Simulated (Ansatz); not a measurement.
# A failed many-body run on KMgF3 (Pm-3m)

Aim: the G0W0 gap of KMgF3 (Pm-3m). The first input has a fault.

Calculated with Ansatz 0.2.0; G0W0 on PBE, plane waves, PAW.

## 1. Starting point

The structure is cubic, space group Pm-3m (No. 221). Conventional cell: a = 3.986 Å, b = 3.986 Å, c = 3.986 Å, α = 90.00°, β = 90.00°, γ = 90.00°. K has 12 F at 2.82 Å nearest. Nearest to Mg lie 6 F at 1.99 Å. Nearest to F lie 2 Mg at 1.99 Å and 4 K at 2.82 Å. Farther neighbours and most contacts between anions are not listed.

The cell and positions come from the Crystallography Open Database and are kept as given unless a step says otherwise. The default PAW set here is soft_2. Its files were made with PBE.

## 2. First try

Input file input.yaml:

```yaml
crystal:
  lattice:
    - [3.9859, 0.0, 0.0]
    - [0.0, 3.9859, 0.0]
    - [0.0, 0.0, 3.9859]
  atoms:
    - { symbol: K, position: [0.5, 0.5, 0.5] }
    - { symbol: Mg, position: [0.0, 0.0, 0.0] }
    - { symbol: F, position: [0.5, 0.0, 0.0] }
    - { symbol: F, position: [0.0, 0.5, 0.0] }
    - { symbol: F, position: [0.0, 0.0, 0.5] }
kpoints:
  mp_grid: { grid: [4, 4, 4] }
hamiltonian:
  xc: pbe
scf:
  occupations: { method: fixed }
gw:
  n_empty_bands: 66
  ecut_chi: 60
  qp_bands: [v2, c2]
  qp_kpoints: band_edges
  screening: { model: contour_deformation }
  ENCUTGW: 1
```

On the command line:

```console
$ ansatz run input.yaml --threads 3 --pin off --max-ram 64512MiB --backend cuda --events-out ev --progress --plain --runs-dir out --devices 1 --max-vram 24GiB  # rebuilt from the run's record
```

Numbers of over 12 decimals in the logs are rounded to 6 here.

Log:

```text
Error: YAML parse error: error: line 24 column 3: unknown field `ENCUTGW`, expected one of n_empty_bands, n_guard_bands, ecut_chi, ecutfock_ratio, q_mesh, qp_bands, qp_kpoints, plasmon_pole_fit_frequency, screening, pair_densities, static_remainder, bse
  --> <input>:24:3
   |
22 |   qp_kpoints: band_edges
23 |   screening: { model: contour_deformation }
24 |   ENCUTGW: 1
   |   ^ unknown field `ENCUTGW`, expected one of n_empty_bands, n_guard_bands, ecut_chi, ecutfock_ratio, q_mesh, qp_bands, qp_kpoints, plasmon_pole_fit_frequency, screening, pair_densities, static_remainder, bse
```

It took 0.02 s on 3 threads of AMD EPYC 7R13 (Zen 3), shared host; peak memory 0.05 GiB.

**What went wrong?**

The input was rejected at the start.

The program's message: “Error: YAML parse error: error: line 24 column 3: unknown field `ENCUTGW`, expected one of n_empty_bands, n_guard_bands, ecut_chi, ecutfock_ratio, q_mesh, qp_bands, qp_kpoints, plasmon_pole_fit_freque …”

The fault: a keyword of another program. The key belongs to another code's input; here the screening cutoff is gw.ecut_chi and the count of bands gw.n_empty_bands.

## 3. A better input

Now the one-shot GW correction: screening in the RPA, then the self-energy of the levels asked for.

input.yaml: that of step 2 with these lines changed.

```diff
@@ -18,4 +18,4 @@
 gw:
-  n_empty_bands: 66
-  ecut_chi: 60
+  n_empty_bands: 143
+  ecut_chi: 100.0
   qp_bands: [v2, c2]
@@ -23,2 +23 @@
   screening: { model: contour_deformation }
-  ENCUTGW: 1
```

Log:

```text
GPUs: using 1 of 1 available (devices: 1).
[...]
device memory: the entry about to start is reckoned to put 0.6 GiB on a device that reports 70.1 GiB free (of which the cap on the GPU budget leaves the run 24.0 GiB)
GPU FFT provider: cuFFT
GPU libraries: cuBLAS 13.8.2, cuFFT 12.4.0, cuSOLVER 12.3.4
Crystal: 5 atoms, lattice volume = 63.326 Å³
Basis set: ecut = 420 eV, 1237 PW (Γ)
Bands: 25, of which v1, the nominal top of the filled ones, is band 20 counted from 1 (19 counted from 0)
Symmetry: 48 space group operations
[...]
k-points: 10 of 64
[...]
GPU buffer pool allocated for 19683 grid points (all kernels)
GPU transforms: local potential and band sums: pruned to the plane-wave sphere, on 27×27×27
[...]
SCF iter   1: F=—  HF=-5894.699950 eV  |F-HF|=—  |Δ(HF+E_count)|=         —  Δρ=4.88e-4  dr2=3.75e-5  ethr=1.77e-3  ⟨swp⟩=4.0  Hψ=1051  notcnv=0  defer=18
[...]
0    19      2.5312   -31.8170     5.3769   -24.0039  0.8150     0.0443     0.0950  root
     0    20      2.5312   -31.8170     5.3769   -24.0039  0.8150     0.0443     0.0950  root
     0    21     10.1861    -7.2223    -3.2942   -11.9018  0.8915    11.5792    11.5714  root
     0    22     12.9412    -5.0390    -3.4183   -10.4662  0.8913    14.9691    14.9500  root
     1    19      2.4265   -31.6282     5.3904   -23.7719  0.8145    -0.0921    -0.0393  root
     1    20      2.4265   -31.6282     5.3904   -23.7719  0.8145    -0.0921    -0.0393  root
     1    21     11.2002    -8.1599    -3.2258   -12.9185  0.8861    12.7429    12.7330  root
     1    22     13.4336    -5.8799    -3.4052   -11.4581  0.8868    15.6302    15.6067  root
[...]
9    19      2.8518   -32.0690     5.4927   -24.1506  0.8133     0.3754     0.4261  root
     9    20      2.8518   -32.0690     5.4927   -24.1506  0.8133     0.3754     0.4261  root
     9    21     13.3133    -6.2419    -3.5407   -11.9152  0.8876    15.4679    15.4458  root
     9    22     13.3133    -6.2419    -3.5407   -11.9152  0.8876    15.4679    15.4458  root
[key lines of the parts left out:]
SCF converged after 6 iterations
Free energy (F): -5894.699983 eV
Fermi energy:    2.851758 eV
```

Run time: 5.4 s. Hardware: 1 × NVIDIA H100 80GB HBM3 (shared by 3 runs) with 3 threads; peak memory 1.1 GiB; 6.6 s of CPU time.

In the SCF lines HF is the Harris–Foulkes energy and dr2 the Hartree energy of the density residual, in eV; the loop may stop once dr2 is under the threshold and the program's other checks hold. Hψ counts applications of the Hamiltonian.

This step gave:

```
bands summed                                 : 163
RPA ε∞ on this mesh (eigenvalues)            : 2.016, 2.016, 2.016
plane waves in the screening matrix          : 147
q-points in the mesh                         : 64
G0W0 gap on the mesh                         : 11.15 eV
k of the valence top                         : -0.5, -0.5, -0.5
k of the conduction bottom                   : 0, 0, 0
starting gap on the mesh                     : 7.334 eV
Z at the valence top                         : 0.8133
Z at the conduction bottom                   : 0.8915
least direct G0W0 gap on the computed points : 11.48 eV
```

The gap on the mesh goes from 7.33 eV to 11.15 eV, a correction of +3.81 eV. Between the two edge states, bare exchange in place of the xc potential would open the gap by 12.60 eV, and correlation takes back 8.79 eV.

## 4. Summary of results

```
first try  : refused after 0.02 s
better run : G0W0 gap on the mesh 11.15 eV (4×4×4 mesh, 143 empty bands, screening to 100 eV)
```

In words: The second run differs in: empty bands, screening cutoff (eV) and ENCUTGW. Bands and cutoff are finite, so the gap is not at the basis limit. The miss can reach some tenths of an eV and take either sign; the mesh is an error of its own. The 4×4×4 mesh is coarse for this cell (its supercell is 16 Å along the shortest edge). The RPA ε∞ on it, from the PBE start, is 2.02; such meshes misread the long-range screening, most where the gap is narrow. This is the ideal cubic cell; many perovskites, halides above all, are cubic only on average, and local tilts or off-centring can widen the gap.

[Paths, hosts, dates, memory and timing lines, banners, echoed tables and standing remarks are left out of the program output.]

[Logs are printed without paths, hosts, clocks, repeated set-up lines and the standing remarks that a program may print on its own settings, such as how far it seeks lower states.]

[Runs of the session that timed out or met a known fault of the program may be left out.]

[Cells called generated may have been cut or substituted from an entry of the Crystallography Open Database or the Materials Project.]

[Hosts, paths, dates, database ids (printed as entryN), source tags and the programs' standing remarks are cut or masked in the printed files.]
